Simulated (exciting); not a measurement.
# Electron–core-hole interaction in the Br K spectrum of KBr, part 3 of 3

Aim: the Br K absorption edge of KBr with the electron–hole interaction treated explicitly, and what each term of the kernel does.

exciting sodium; X-ray absorption, core-level Bethe-Salpeter equation, exchange and statically screened direct term, Tamm-Dancoff, all-electron LAPW+lo PBE.

So far. Step 5 (Independent particles): Maxima (height): 6.8 eV (0.64), 13.9 eV (0.52) and 19.5 eV (0.57). Against the singlet run the r.m.s. difference is 57 %. Moving the earlier curve by +3.7 eV leaves 28 %. The highest maximum lies at 6.8 eV (0.64), against 0.6 eV (1.00). Step 6 (Exchange alone): Maxima (height): 6.8 eV (0.64), 13.9 eV (0.52) and 19.5 eV (0.57). The spectrum is that of the independent-particle run within 1 %.

### Step 8. Another input

In this try the input is made faulty on purpose, to show what that does.

File input.xml:

```
<input>
  <title>KBr</title>
  <structure speciespath="." autormt="false" epslat="1.0e-5">
    <crystal>
      <basevect>0.0000000000 6.2360962101 6.2360962101</basevect>
      <basevect>6.2360962101 0.0000000000 6.2360962101</basevect>
      <basevect>6.2360962101 6.2360962101 0.0000000000</basevect>
    </crystal>
    <species speciesfile="Br.xml" rmt="2.300">
      <atom coord="0.5000000000 0.5000000000 0.5000000000"/>
    </species>
    <species speciesfile="K.xml" rmt="2.464">
      <atom coord="0.0000000000 0.0000000000 0.0000000000"/>
    </species>
  </structure>
  <groundstate do="skip" xctype="GGA_PBE" ngridk="4 4 4" rgkmax="7" gmaxvr="14" nempty="8" swidth="0.001" maxscl="100" epsengy="1e-5"/>
  <xs xstype="BSE" ngridk="4 4 4" ngridq="4 4 4" vkloff="0.097 0.273 0.493" rgkmax="7" nempty="35" gqmax="0.6" lmaxapwwf="5" lmaxemat="2" broad="0.04630" tevout="true">
    <energywindow intv="488.672 490.289" points="439"/>
    <screening screentype="full" nempty="57"/>
    <BSE xas="true" xasspecies="1" xasatom="1" xasedge="K" bsetype="singlet" nstlxas="1 31"/>
    <qpointset>
      <qpoint>0 0 0</qpoint>
    </qpointset>
    <plan>
      <doonly task="xsgeneigvec"/>
      <doonly task="screen"/>
      <doonly task="scrcoulint"/>
      <doonly task="exccoulint"/>
    </plan>
  </xs>
</input>
```

File input.xml for the last start (plan only):

```
  <plan>
    <doonly task="bse"/>
  </plan>
```

Run with:

```console
OMP_NUM_THREADS=1 mpirun -n 2 exciting
OMP_NUM_THREADS=2 exciting
```

Numbers of over 12 decimals in the logs are rounded to 6 here.

What it wrote:

```text
| EXCITING SODIUM started for task xsgeneigvec ( 301)                          =
One-shot GS runs for BSE calculations
One-shot GS runs for k+qmt/2 grids
Info(xsgeneigvec): Generating eigenvectors for Q-point      1
Info(xsgeneigvec): Generation of eigenvectors finished
| EXCITING SODIUM started for task screen ( 430)                               =
Info(screenlauncher): Calculating screening for unshifted q-grid.
Info(screenlauncher): Number of q points:       8
Info(screenlauncher): lowest (partially)  unoccupied state:     14
[...]
Info(setup_bse_block): Setting up RR part of hamiltonian
Info(setup_bse_block): Singlet spin state
Info(bse): Diagonalizing RR Hamiltonian (TDA)
Info(bse): Invoking Lapack routine ZHEEVR
      3968 eigen solutions found in the interval:
         i1=       1 i2=    3968
Info(bse): Writing excition energies and oscillator strengths to text file.
Info(makespectrum_dist): Making spectrum using formula for coupling with time reversed AR basis.
Info(makespectrum_dist): Using formalism for vanishing momentum transfer.
Info(writederived): Writing quantities derived from the macroscopic dielectric function.
Info(bselauncher): Spectrum finished for iqmt=  1
Info(bselauncher): All done for BSE type singlet
```

It took 8.6 min on 2 MPI ranks of Intel Xeon at 2.70GHz, shared host.

Wall time by task: xsgeneigvec 6.8 s, screen 43 s, scrcoulint 4.7 min, exccoulint 9.1 s, bse 2.8 min.

The input has a fault: the cutoff of the kernels is far too low. Against the singlet run the r.m.s. difference is 23 %. The highest maximum lies at 1.2 eV (0.74), against 0.6 eV (1.00). The first bright state moves from -0.42 to -0.22 eV. The kernels miss the short-range part of the Coulomb interaction, its components above their cutoff.

| E (eV) | first run | this run |
| --- | --- | --- |
| -10.0 | 0.03 | 0.02 |
| -9.0 | 0.03 | 0.02 |
| -8.0 | 0.04 | 0.03 |
| -7.0 | 0.04 | 0.03 |
| -6.0 | 0.06 | 0.04 |
| -5.0 | 0.07 | 0.05 |
| -4.0 | 0.10 | 0.07 |
| -3.0 | 0.15 | 0.10 |
| -2.0 | 0.25 | 0.15 |
| -1.0 | 0.49 | 0.27 |
| 0.0 | 0.88 | 0.51 |
| 1.0 | 0.97 | 0.73 |
| 2.0 | 0.81 | 0.70 |
| 3.0 | 0.75 | 0.67 |
| 4.0 | 0.70 | 0.70 |
| 5.0 | 0.58 | 0.65 |
| 6.0 | 0.44 | 0.50 |
| 7.0 | 0.35 | 0.38 |
| 8.0 | 0.35 | 0.34 |
| 9.0 | 0.42 | 0.40 |
| 10.0 | 0.46 | 0.46 |
| 11.0 | 0.49 | 0.50 |
| 12.0 | 0.49 | 0.54 |
| 13.0 | 0.43 | 0.50 |
| 14.0 | 0.40 | 0.46 |
| 15.0 | 0.39 | 0.45 |
| 16.0 | 0.39 | 0.44 |
| 17.0 | 0.41 | 0.46 |
| 18.0 | 0.39 | 0.49 |
| 19.0 | 0.35 | 0.45 |
| 20.0 | 0.30 | 0.41 |
| 21.0 | 0.26 | 0.35 |
| 22.0 | 0.23 | 0.31 |

### Step 9. From independent particles to the full kernel

| level | curve passes 0.15 (eV) | highest maximum (eV) | its height |
| --- | --- | --- | --- |
| IP | 0.4 | 6.8 | 0.64 |
| RPA | 0.4 | 6.8 | 0.64 |
| singlet | -3.0 | 0.6 | 1.00 |

| E (eV) | IP | RPA | singlet |
| --- | --- | --- | --- |
| -9.0 | 0.02 | 0.02 | 0.03 |
| -8.0 | 0.02 | 0.02 | 0.04 |
| -7.0 | 0.02 | 0.02 | 0.04 |
| -6.0 | 0.02 | 0.02 | 0.06 |
| -5.0 | 0.03 | 0.03 | 0.07 |
| -4.0 | 0.03 | 0.03 | 0.10 |
| -3.0 | 0.04 | 0.04 | 0.15 |
| -2.0 | 0.06 | 0.06 | 0.25 |
| -1.0 | 0.08 | 0.08 | 0.49 |
| 0.0 | 0.12 | 0.12 | 0.88 |
| 1.0 | 0.21 | 0.21 | 0.97 |
| 2.0 | 0.35 | 0.35 | 0.81 |
| 3.0 | 0.49 | 0.49 | 0.75 |
| 4.0 | 0.55 | 0.55 | 0.70 |
| 5.0 | 0.59 | 0.59 | 0.58 |
| 6.0 | 0.61 | 0.61 | 0.44 |
| 7.0 | 0.63 | 0.63 | 0.35 |
| 8.0 | 0.51 | 0.51 | 0.35 |
| 9.0 | 0.39 | 0.39 | 0.42 |
| 10.0 | 0.41 | 0.41 | 0.46 |
| 11.0 | 0.43 | 0.43 | 0.49 |
| 12.0 | 0.44 | 0.44 | 0.49 |
| 13.0 | 0.49 | 0.49 | 0.43 |
| 14.0 | 0.52 | 0.52 | 0.40 |
| 15.0 | 0.52 | 0.52 | 0.39 |
| 16.0 | 0.51 | 0.51 | 0.39 |
| 17.0 | 0.49 | 0.49 | 0.41 |
| 18.0 | 0.51 | 0.51 | 0.39 |
| 19.0 | 0.56 | 0.56 | 0.35 |
| 20.0 | 0.56 | 0.56 | 0.30 |
| 21.0 | 0.56 | 0.56 | 0.26 |
| 22.0 | 0.51 | 0.51 | 0.23 |

### Step 10. Outcome

| Property | Result |
| --- | --- |
| absorber and edge | Br K, atom 1 |
| surroundings | 6 K at 3.30 Å (octahedral, site symmetry m-3m) |
| first bright state | -0.42 eV from the Kohn–Sham onset, on this mesh |
| highest maximum | 0.6 eV |
| cost of the BSE run | 43 min on 2 MPI ranks of Intel Xeon at 2.70GHz, shared host; the last task ran on as many threads |

**Reading.** Is a core exciton bound? Undecided on this mesh: the first bright state (over 5 % of the brightest) lies at -0.42 eV from the Kohn–Sham onset and at -0.71 eV from the lowest bare transition of its own mesh; weaker or dark states reach down to -1.36 eV. Changing the half width (eV) from 1.26 to 3.78 alters the spectrum by 30 % r.m.s. Exchange alone changes the independent-particle spectrum by 0.0 % r.m.s. With 64 k points the binding energies are rough, and fine structure above the first lines is partly noise of the mesh. The kernel cutoff is low for a compact core orbital, so the effect of exchange is a lower bound. The zero comes from the unshifted 4×4×4 ground-state mesh; it is exact only where the band minimum lies on that mesh. The Kohn–Sham onset, 13309 eV, is no photon energy: the scale needs a rigid shift. No quasiparticle correction widens the gap or stretches the bands. Vibrations and energy-dependent lifetimes are left out. The structure is a published determination, not relaxed.

[Banner, clock and machine lines of the logs are left out without a mark of their own.]

[Logs are printed without paths, hosts, clocks, repeated set-up lines and the standing remarks that a program may print on its own settings, such as how far it seeks lower states.]

[Hosts, paths, dates, database ids (printed as entryN), source tags and the programs' standing remarks are cut or masked in the printed files.]
